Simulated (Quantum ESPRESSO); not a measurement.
# MoGe2N4, 1 layer, stepped through biaxial strain, part 6 of 7

What law, if any, do the results for MoGe2N4, 1 layer follow against biaxial strain?

Quantum ESPRESSO 7.5; plane-wave DFT, PBE, GBRV ultrasoft pseudopotentials.

So far. Step 6 (Band structure, -4 %): Along this path the valence top lies near Γ and the conduction bottom at K. Step 7 (Relaxation with pw.x, -3 %): The relaxation lowers the energy by 7 meV an atom.

## Step 9: Relaxation with pw.x, 3 %

Contents of m7.relax.in:

```
&control
  prefix = 'm7.relax'
  outdir = './out'
  pseudo_dir = './pseudo'
  nstep = 40
  forc_conv_thr = 0.0003
  calculation = 'relax'
  tstress = .true.
/
&system
  ibrav = 0
  nat = 7
  ntyp = 3
  ecutwfc = 50
  ecutrho = 250
  occupations = 'smearing'
  smearing = 'fd'
  degauss = 0.002
/
&electrons
  conv_thr = 1e-09
  mixing_beta = 0.4
  electron_maxstep = 120
  mixing_mode = 'plain'
/
&ions
/
ATOMIC_SPECIES
  N   14.0070  n_pbe_v1.2.uspp.F.UPF
  Ge  72.6300  ge_pbe_v1.4.uspp.F.UPF
  Mo  95.9500  mo_pbe_v1.uspp.F.UPF
CELL_PARAMETERS angstrom
  3.10274831412000 0.00000000000000 0.00000000000000
  -1.55137415706000 2.68705886236000 0.00000000000000
  0.00000000000000 0.00000000000000 22.10909668000000
ATOMIC_POSITIONS crystal
  N   0.000000000000 0.000000000000 0.331145921500
  Ge  0.333333333300 0.666666666700 0.359721922700
  N   0.333333333300 0.666666666700 0.444981946200
  Mo  0.000000000000 0.000000000000 0.500000000000
  N   0.333333333300 0.666666666700 0.555018053800
  Ge  0.333333333300 0.666666666700 0.640278077300
  N   0.000000000000 0.000000000000 0.668854078500
K_POINTS automatic
  12 12 1 0 0 0
```

Launch:

```sh
$ OMP_NUM_THREADS=1 mpirun -n 4 pw.x -nk 4 -in m7.relax.in > m7.relax.out
```

What it wrote:

```text
[banner, memory and clock lines left out]
Program PWSCF v.7.5 starts
[...]
Message from routine setup:
[...]
number of electrons       =        62.00
     number of Kohn-Sham states=           37
     kinetic-energy cutoff     =      50.0000  Ry
     charge density cutoff     =     250.0000  Ry
[...]
number of k points=    19  Fermi-Dirac smearing, width (Ry)=  0.0020
[...]
Dense  grid:    82981 G-vectors     FFT dimensions: (  30,  30, 216)
[...]
negative rho (up, down):  1.610E-03 0.000E+00
     Starting wfcs are   47 randomized atomic wfcs
[...]
negative rho (up, down):  1.560E-03 0.000E+00
[...]
estimated scf accuracy    <       2.00279201 Ry
[...]
negative rho (up, down):  1.680E-03 0.000E+00
[...]
estimated scf accuracy    <       1.32924629 Ry
[...]
negative rho (up, down):  1.682E-03 0.000E+00
[...]
estimated scf accuracy    <       0.57114654 Ry
[...]
negative rho (up, down):  1.733E-03 0.000E+00
[...]
estimated scf accuracy    <       0.02498365 Ry
[...]
negative rho (up, down):  1.857E-03 0.000E+00
[...]
estimated scf accuracy    <       0.00624298 Ry
[...]
negative rho (up, down):  1.870E-03 0.000E+00
[...]
estimated scf accuracy    <       0.00160268 Ry
[...]
negative rho (up, down):  1.876E-03 0.000E+00
[...]
estimated scf accuracy    <       0.00014227 Ry
[...]
negative rho (up, down):  1.878E-03 0.000E+00
[...]
estimated scf accuracy    <       0.00002960 Ry
[...]
negative rho (up, down):  1.879E-03 0.000E+00
[...]
estimated scf accuracy    <       0.00000210 Ry
[...]
negative rho (up, down):  1.880E-03 0.000E+00
[...]
estimated scf accuracy    <       0.00000040 Ry
[...]
negative rho (up, down):  1.881E-03 0.000E+00
[...]
estimated scf accuracy    <       0.00000010 Ry
[...]
negative rho (up, down):  1.881E-03 0.000E+00
[...]
estimated scf accuracy    <       0.00000001 Ry
[...]
negative rho (up, down):  1.881E-03 0.000E+00
[...]
the Fermi energy is     2.5463 ev
!    total energy              =    -647.29400964 Ry
     estimated scf accuracy    <          4.5E-10 Ry
     smearing contrib. (-TS)   =      -0.00000000 Ry
     internal energy E=F+TS    =    -647.29400964 Ry
[...]
one-electron contribution =   -4151.04991650 Ry
     hartree contribution      =    2101.75982053 Ry
     xc contribution           =    -157.42849238 Ry
     ewald contribution        =    1559.42457872 Ry
     convergence has been achieved in  13 iterations
     negative rho (up, down):  1.881E-03 0.000E+00
[...]
Total force =     0.045652     Total SCF correction =     0.000110
[...]
negative rho (up, down):  1.881E-03 0.000E+00
[...]
negative rho (up, down):  1.884E-03 0.000E+00
[...]
negative rho (up, down):  1.884E-03 0.000E+00
[...]
estimated scf accuracy    <       0.00107411 Ry
[...]
negative rho (up, down):  1.879E-03 0.000E+00
[...]
estimated scf accuracy    <       0.00184090 Ry
[...]
negative rho (up, down):  1.880E-03 0.000E+00
[...]
estimated scf accuracy    <       0.00002564 Ry
[...]
negative rho (up, down):  1.880E-03 0.000E+00
[...]
estimated scf accuracy    <       0.00000371 Ry
[...]
negative rho (up, down):  1.880E-03 0.000E+00
[...]
estimated scf accuracy    <       0.00000066 Ry
[...]
negative rho (up, down):  1.880E-03 0.000E+00
[...]
estimated scf accuracy    <       0.00000021 Ry
[...]
negative rho (up, down):  1.880E-03 0.000E+00
[...]
estimated scf accuracy    <       0.00000002 Ry
[...]
negative rho (up, down):  1.880E-03 0.000E+00
[...]
estimated scf accuracy    <          3.4E-09 Ry
[...]
negative rho (up, down):  1.880E-03 0.000E+00
[...]
the Fermi energy is     2.6811 ev
!    total energy              =    -647.29521585 Ry
     estimated scf accuracy    <          4.7E-10 Ry
     smearing contrib. (-TS)   =      -0.00000000 Ry
     internal energy E=F+TS    =    -647.29521585 Ry
[...]
one-electron contribution =   -4146.88046215 Ry
     hartree contribution      =    2099.83336749 Ry
     xc contribution           =    -157.43970825 Ry
     ewald contribution        =    1557.19158706 Ry
     convergence has been achieved in   9 iterations
     negative rho (up, down):  1.880E-03 0.000E+00
[...]
Total force =     0.013805     Total SCF correction =     0.000047
[...]
negative rho (up, down):  1.880E-03 0.000E+00
[...]
negative rho (up, down):  1.885E-03 0.000E+00
[...]
negative rho (up, down):  1.883E-03 0.000E+00
[...]
estimated scf accuracy    <       0.00008664 Ry
[...]
negative rho (up, down):  1.881E-03 0.000E+00
[...]
estimated scf accuracy    <       0.00002643 Ry
[...]
negative rho (up, down):  1.880E-03 0.000E+00
[...]
estimated scf accuracy    <       0.00001858 Ry
[...]
negative rho (up, down):  1.879E-03 0.000E+00
[...]
estimated scf accuracy    <       0.00000048 Ry
[...]
negative rho (up, down):  1.878E-03 0.000E+00
[...]
estimated scf accuracy    <       0.00000011 Ry
[...]
negative rho (up, down):  1.878E-03 0.000E+00
[...]
estimated scf accuracy    <       0.00000002 Ry
[...]
negative rho (up, down):  1.878E-03 0.000E+00
[...]
estimated scf accuracy    <          3.2E-09 Ry
[...]
negative rho (up, down):  1.878E-03 0.000E+00
[...]
estimated scf accuracy    <          5.1E-10 Ry
[...]
negative rho (up, down):  1.878E-03 0.000E+00
[...]
the Fermi energy is     2.7167 ev
!    total energy              =    -647.29542433 Ry
     estimated scf accuracy    <          8.4E-11 Ry
     smearing contrib. (-TS)   =      -0.00000000 Ry
     internal energy E=F+TS    =    -647.29542433 Ry
[...]
one-electron contribution =   -4149.69498070 Ry
     hartree contribution      =    2101.28991907 Ry
     xc contribution           =    -157.44812206 Ry
     ewald contribution        =    1558.55775937 Ry
     convergence has been achieved in   9 iterations
     negative rho (up, down):  1.878E-03 0.000E+00
[...]
Total force =     0.011397     Total SCF correction =     0.000052
[...]
negative rho (up, down):  1.878E-03 0.000E+00
[...]
negative rho (up, down):  1.885E-03 0.000E+00
[...]
negative rho (up, down):  1.882E-03 0.000E+00
[...]
estimated scf accuracy    <       0.00006771 Ry
[...]
negative rho (up, down):  1.879E-03 0.000E+00
[...]
estimated scf accuracy    <       0.00000432 Ry
[...]
negative rho (up, down):  1.878E-03 0.000E+00
[...]
estimated scf accuracy    <       0.00000002 Ry
[...]
negative rho (up, down):  1.876E-03 0.000E+00
[...]
estimated scf accuracy    <          2.0E-09 Ry
[...]
negative rho (up, down):  1.876E-03 0.000E+00
[...]
estimated scf accuracy    <          8.2E-10 Ry
[...]
negative rho (up, down):  1.876E-03 0.000E+00
[...]
estimated scf accuracy    <          3.7E-11 Ry
[...]
negative rho (up, down):  1.876E-03 0.000E+00
[...]
estimated scf accuracy    <          6.9E-11 Ry
[...]
negative rho (up, down):  1.876E-03 0.000E+00
[...]
the Fermi energy is     2.7375 ev
!    total energy              =    -647.29560708 Ry
     estimated scf accuracy    <          3.1E-12 Ry
     smearing contrib. (-TS)   =      -0.00000000 Ry
     internal energy E=F+TS    =    -647.29560707 Ry
[...]
one-electron contribution =   -4154.95270399 Ry
     hartree contribution      =    2103.95178797 Ry
     xc contribution           =    -157.45745576 Ry
     ewald contribution        =    1561.16276471 Ry
     convergence has been achieved in  11 iterations
     negative rho (up, down):  1.876E-03 0.000E+00
[...]
Total force =     0.010585     Total SCF correction =     0.000008
[...]
negative rho (up, down):  1.876E-03 0.000E+00
[...]
negative rho (up, down):  1.888E-03 0.000E+00
[...]
negative rho (up, down):  1.882E-03 0.000E+00
[...]
estimated scf accuracy    <       0.00013239 Ry
[...]
negative rho (up, down):  1.879E-03 0.000E+00
[...]
estimated scf accuracy    <       0.00002755 Ry
[...]
negative rho (up, down):  1.877E-03 0.000E+00
[...]
estimated scf accuracy    <       0.00002420 Ry
[...]
negative rho (up, down):  1.875E-03 0.000E+00
[...]
estimated scf accuracy    <       0.00000192 Ry
[...]
negative rho (up, down):  1.874E-03 0.000E+00
[...]
estimated scf accuracy    <       0.00000029 Ry
[...]
negative rho (up, down):  1.874E-03 0.000E+00
[...]
estimated scf accuracy    <       0.00000004 Ry
[...]
negative rho (up, down):  1.874E-03 0.000E+00
[...]
estimated scf accuracy    <          7.1E-09 Ry
[...]
negative rho (up, down):  1.874E-03 0.000E+00
[...]
estimated scf accuracy    <          1.9E-09 Ry
[...]
negative rho (up, down):  1.874E-03 0.000E+00
[...]
estimated scf accuracy    <          1.0E-10 Ry
[...]
negative rho (up, down):  1.874E-03 0.000E+00
[...]
the Fermi energy is     2.7544 ev
!    total energy              =    -647.29582617 Ry
     estimated scf accuracy    <          1.1E-11 Ry
     smearing contrib. (-TS)   =      -0.00000000 Ry
     internal energy E=F+TS    =    -647.29582617 Ry
[...]
one-electron contribution =   -4165.11700395 Ry
     hartree contribution      =    2109.06538381 Ry
     xc contribution           =    -157.47179291 Ry
     ewald contribution        =    1566.22758688 Ry
     convergence has been achieved in  10 iterations
     negative rho (up, down):  1.874E-03 0.000E+00
[...]
Total force =     0.009503     Total SCF correction =     0.000014
[...]
negative rho (up, down):  1.874E-03 0.000E+00
[...]
negative rho (up, down):  1.894E-03 0.000E+00
[...]
negative rho (up, down):  1.884E-03 0.000E+00
[...]
estimated scf accuracy    <       0.00027168 Ry
[...]
negative rho (up, down):  1.881E-03 0.000E+00
[...]
estimated scf accuracy    <       0.00013744 Ry
[...]
negative rho (up, down):  1.878E-03 0.000E+00
[...]
estimated scf accuracy    <       0.00004895 Ry
[...]
negative rho (up, down):  1.875E-03 0.000E+00
[...]
estimated scf accuracy    <       0.00000473 Ry
[...]
negative rho (up, down):  1.875E-03 0.000E+00
[...]
estimated scf accuracy    <       0.00000190 Ry
[...]
negative rho (up, down):  1.875E-03 0.000E+00
[...]
estimated scf accuracy    <       0.00000014 Ry
[...]
negative rho (up, down):  1.875E-03 0.000E+00
[...]
estimated scf accuracy    <       0.00000005 Ry
[...]
negative rho (up, down):  1.875E-03 0.000E+00
[...]
estimated scf accuracy    <       0.00000002 Ry
[...]
negative rho (up, down):  1.875E-03 0.000E+00
[...]
estimated scf accuracy    <          3.2E-10 Ry
[...]
negative rho (up, down):  1.875E-03 0.000E+00
[...]
estimated scf accuracy    <          7.9E-11 Ry
[...]
negative rho (up, down):  1.876E-03 0.000E+00
[...]
the Fermi energy is     2.7595 ev
!    total energy              =    -647.29601614 Ry
     estimated scf accuracy    <          1.6E-11 Ry
     smearing contrib. (-TS)   =      -0.00000000 Ry
     internal energy E=F+TS    =    -647.29601614 Ry
[...]
one-electron contribution =   -4183.72574046 Ry
     hartree contribution      =    2118.39235190 Ry
     xc contribution           =    -157.49404153 Ry
     ewald contribution        =    1575.53141396 Ry
     convergence has been achieved in  11 iterations
     negative rho (up, down):  1.876E-03 0.000E+00
[...]
Total force =     0.007566     Total SCF correction =     0.000024
[...]
negative rho (up, down):  1.876E-03 0.000E+00
[...]
negative rho (up, down):  1.880E-03 0.000E+00
[...]
negative rho (up, down):  1.878E-03 0.000E+00
[...]
estimated scf accuracy    <       0.00001820 Ry
[...]
negative rho (up, down):  1.878E-03 0.000E+00
[...]
estimated scf accuracy    <       0.00002519 Ry
[...]
negative rho (up, down):  1.876E-03 0.000E+00
[...]
estimated scf accuracy    <       0.00000209 Ry
[...]
negative rho (up, down):  1.875E-03 0.000E+00
[...]
estimated scf accuracy    <       0.00000090 Ry
[...]
negative rho (up, down):  1.875E-03 0.000E+00
[...]
estimated scf accuracy    <       0.00000016 Ry
[...]
negative rho (up, down):  1.875E-03 0.000E+00
[...]
estimated scf accuracy    <       0.00000002 Ry
[...]
negative rho (up, down):  1.875E-03 0.000E+00
[...]
estimated scf accuracy    <          2.0E-09 Ry
[...]
negative rho (up, down):  1.875E-03 0.000E+00
[...]
estimated scf accuracy    <          7.4E-10 Ry
[...]
negative rho (up, down):  1.875E-03 0.000E+00
[...]
the Fermi energy is     2.7464 ev
!    total energy              =    -647.29606287 Ry
     estimated scf accuracy    <          5.8E-12 Ry
     smearing contrib. (-TS)   =      -0.00000000 Ry
     internal energy E=F+TS    =    -647.29606287 Ry
[...]
one-electron contribution =   -4190.07916451 Ry
     hartree contribution      =    2121.55507318 Ry
     xc contribution           =    -157.49924082 Ry
     ewald contribution        =    1578.72726928 Ry
     convergence has been achieved in   9 iterations
     negative rho (up, down):  1.875E-03 0.000E+00
[...]
Total force =     0.004858     Total SCF correction =     0.000005
[...]
negative rho (up, down):  1.875E-03 0.000E+00
[...]
negative rho (up, down):  1.880E-03 0.000E+00
[...]
negative rho (up, down):  1.876E-03 0.000E+00
[...]
estimated scf accuracy    <       0.00001897 Ry
[...]
negative rho (up, down):  1.876E-03 0.000E+00
[...]
estimated scf accuracy    <       0.00001985 Ry
[...]
negative rho (up, down):  1.875E-03 0.000E+00
[...]
estimated scf accuracy    <       0.00000159 Ry
[...]
negative rho (up, down):  1.874E-03 0.000E+00
[...]
estimated scf accuracy    <       0.00000069 Ry
[...]
negative rho (up, down):  1.874E-03 0.000E+00
[...]
estimated scf accuracy    <       0.00000009 Ry
[...]
negative rho (up, down):  1.874E-03 0.000E+00
[...]
estimated scf accuracy    <       0.00000004 Ry
[...]
negative rho (up, down):  1.874E-03 0.000E+00
[...]
estimated scf accuracy    <       0.00000002 Ry
[...]
negative rho (up, down):  1.873E-03 0.000E+00
[...]
estimated scf accuracy    <          1.2E-10 Ry
[...]
negative rho (up, down):  1.873E-03 0.000E+00
[...]
estimated scf accuracy    <          1.4E-10 Ry
[...]
negative rho (up, down):  1.873E-03 0.000E+00
[...]
```

Run time: 3.9 min. Hardware: 4 MPI ranks of Arm Neoverse V2, shared host; peak memory 0.75 GiB; 16 min of CPU time.

Step by step:

| step | energy less that of the first step (eV) | largest force (eV/Å) |
| --- | --- | --- |
| 1 | 0.0000 | 0.5117 |
| 2 | -0.0164 | 0.2505 |
| 3 | -0.0192 | 0.1720 |
| 4 | -0.0217 | 0.1558 |
| 5 | -0.0247 | 0.1697 |
| 6 | -0.0273 | 0.1205 |
| 7 | -0.0279 | 0.0656 |
| 8 | -0.0283 | 0.0134 |
| 9 | -0.0283 | 0.0028 |

The atoms that moved most (Å):

| atom | dx | dy | dz | length |
| --- | --- | --- | --- | --- |
| N7 | 0.000 | 0.000 | -0.055 | 0.055 |
| N1 | 0.000 | 0.000 | 0.055 | 0.055 |
| N5 | 0.000 | 0.000 | -0.020 | 0.020 |
| N3 | 0.000 | 0.000 | 0.020 | 0.020 |
| Ge6 | 0.000 | 0.000 | -0.013 | 0.013 |
| Ge2 | 0.000 | 0.000 | 0.013 | 0.013 |

The relaxation lowers the energy by 4 meV an atom.

Numbers from this step:

| Item | Value |
| --- | --- |
| free energy | -8806.9120 eV |
| Fermi energy | 2.724 eV |

## Step 10: Ground state, 3 %

Contents of m7.scf.in:

```
&control
  prefix = 'm7.scf'
  outdir = './out'
  pseudo_dir = './pseudo'
  calculation = 'scf'
  tprnfor = .true.
/
&system
  ibrav = 0
  nat = 7
  ntyp = 3
  ecutwfc = 40
  ecutrho = 200
  occupations = 'smearing'
  smearing = 'fd'
  degauss = 0.002
  nbnd = 35
/
&electrons
  conv_thr = 1e-09
  mixing_beta = 0.4
  electron_maxstep = 120
  mixing_mode = 'plain'
/
ATOMIC_SPECIES
  N   14.0070  n_pbe_v1.2.uspp.F.UPF
  Ge  72.6300  ge_pbe_v1.4.uspp.F.UPF
  Mo  95.9500  mo_pbe_v1.uspp.F.UPF
CELL_PARAMETERS angstrom
  3.10274831412000 0.00000000000000 0.00000000000000
  -1.55137415706000 2.68705886236000 0.00000000000000
  0.00000000000000 0.00000000000000 22.10909668000000
ATOMIC_POSITIONS crystal
  N   0.000000000000 0.000000000000 0.333650953800
  Ge  0.333333333300 0.666666666700 0.360291572500
  N   0.333333333300 0.666666666700 0.445885173700
  Mo  0.000000000000 0.000000000000 0.500000000000
  N   0.333333333300 0.666666666700 0.554114826300
  Ge  0.333333333300 0.666666666700 0.639708427500
  N   0.000000000000 0.000000000000 0.666349046200
K_POINTS automatic
  12 12 1 0 0 0
```

Launch:

```sh
$ OMP_NUM_THREADS=1 mpirun -n 4 pw.x -nk 4 -in m7.scf.in > m7.scf.out
```

What it wrote:

```text
[banner, memory and clock lines left out]
Program PWSCF v.7.5 starts
[...]
Message from routine setup:
[...]
number of electrons       =        62.00
     number of Kohn-Sham states=           35
     kinetic-energy cutoff     =      40.0000  Ry
     charge density cutoff     =     200.0000  Ry
[...]
number of k points=    19  Fermi-Dirac smearing, width (Ry)=  0.0020
[...]
Dense  grid:    59403 G-vectors     FFT dimensions: (  27,  27, 192)
[...]
negative rho (up, down):  1.673E-03 0.000E+00
     Starting wfcs are   47 randomized atomic wfcs
[...]
negative rho (up, down):  1.746E-03 0.000E+00
[...]
estimated scf accuracy    <       2.00882770 Ry
[...]
negative rho (up, down):  1.763E-03 0.000E+00
[...]
estimated scf accuracy    <       0.89715329 Ry
[...]
negative rho (up, down):  1.794E-03 0.000E+00
[...]
estimated scf accuracy    <       0.36105150 Ry
[...]
negative rho (up, down):  1.896E-03 0.000E+00
[...]
estimated scf accuracy    <       0.02259090 Ry
[...]
negative rho (up, down):  2.073E-03 0.000E+00
[...]
estimated scf accuracy    <       0.00675844 Ry
[...]
negative rho (up, down):  2.083E-03 0.000E+00
[...]
estimated scf accuracy    <       0.00107306 Ry
[...]
negative rho (up, down):  2.090E-03 0.000E+00
[...]
estimated scf accuracy    <       0.00010465 Ry
[...]
negative rho (up, down):  2.093E-03 0.000E+00
[...]
estimated scf accuracy    <       0.00004821 Ry
[...]
negative rho (up, down):  2.095E-03 0.000E+00
[...]
estimated scf accuracy    <       0.00000258 Ry
[...]
negative rho (up, down):  2.096E-03 0.000E+00
[...]
estimated scf accuracy    <       0.00000032 Ry
[...]
negative rho (up, down):  2.096E-03 0.000E+00
[...]
estimated scf accuracy    <       0.00000011 Ry
[...]
negative rho (up, down):  2.097E-03 0.000E+00
[...]
estimated scf accuracy    <          4.5E-09 Ry
[...]
negative rho (up, down):  2.097E-03 0.000E+00
[...]
the Fermi energy is     2.7247 ev
!    total energy              =    -647.29366588 Ry
     estimated scf accuracy    <          6.8E-10 Ry
     smearing contrib. (-TS)   =      -0.00000000 Ry
     internal energy E=F+TS    =    -647.29366588 Ry
[...]
one-electron contribution =   -4193.94082359 Ry
     hartree contribution      =    2123.45944450 Ry
     xc contribution           =    -157.50099036 Ry
     ewald contribution        =    1580.68870357 Ry
     convergence has been achieved in  13 iterations
     negative rho (up, down):  2.097E-03 0.000E+00
[...]
Total force =     0.000262     Total SCF correction =     0.000076
[...]
```

Elapsed: 22 s, on 4 MPI ranks; peak memory 0.51 GiB; 87 s of CPU time.

Read from the output:

- free energy: -8806.8790 eV
- Fermi energy: 2.725 eV
- valence top, on the run's zero: 2.286 eV
- conduction bottom, on the run's zero: 3.133 eV
- gap by band count: 0.8475 eV

[end of part 6 of 7]

[Logs are printed without paths, hosts, clocks, repeated set-up lines and the standing remarks that a program may print on its own settings, such as how far it seeks lower states.]

[Hosts, paths, dates, database ids (printed as entryN), source tags and the programs' standing remarks are cut or masked in the printed files.]

[Maps of the electrostatic potential energy from Ansatz leave out the sawtooth potential of an applied field or a dipole correction, so their vacuum need not be flat; planar profiles and work functions include it.]
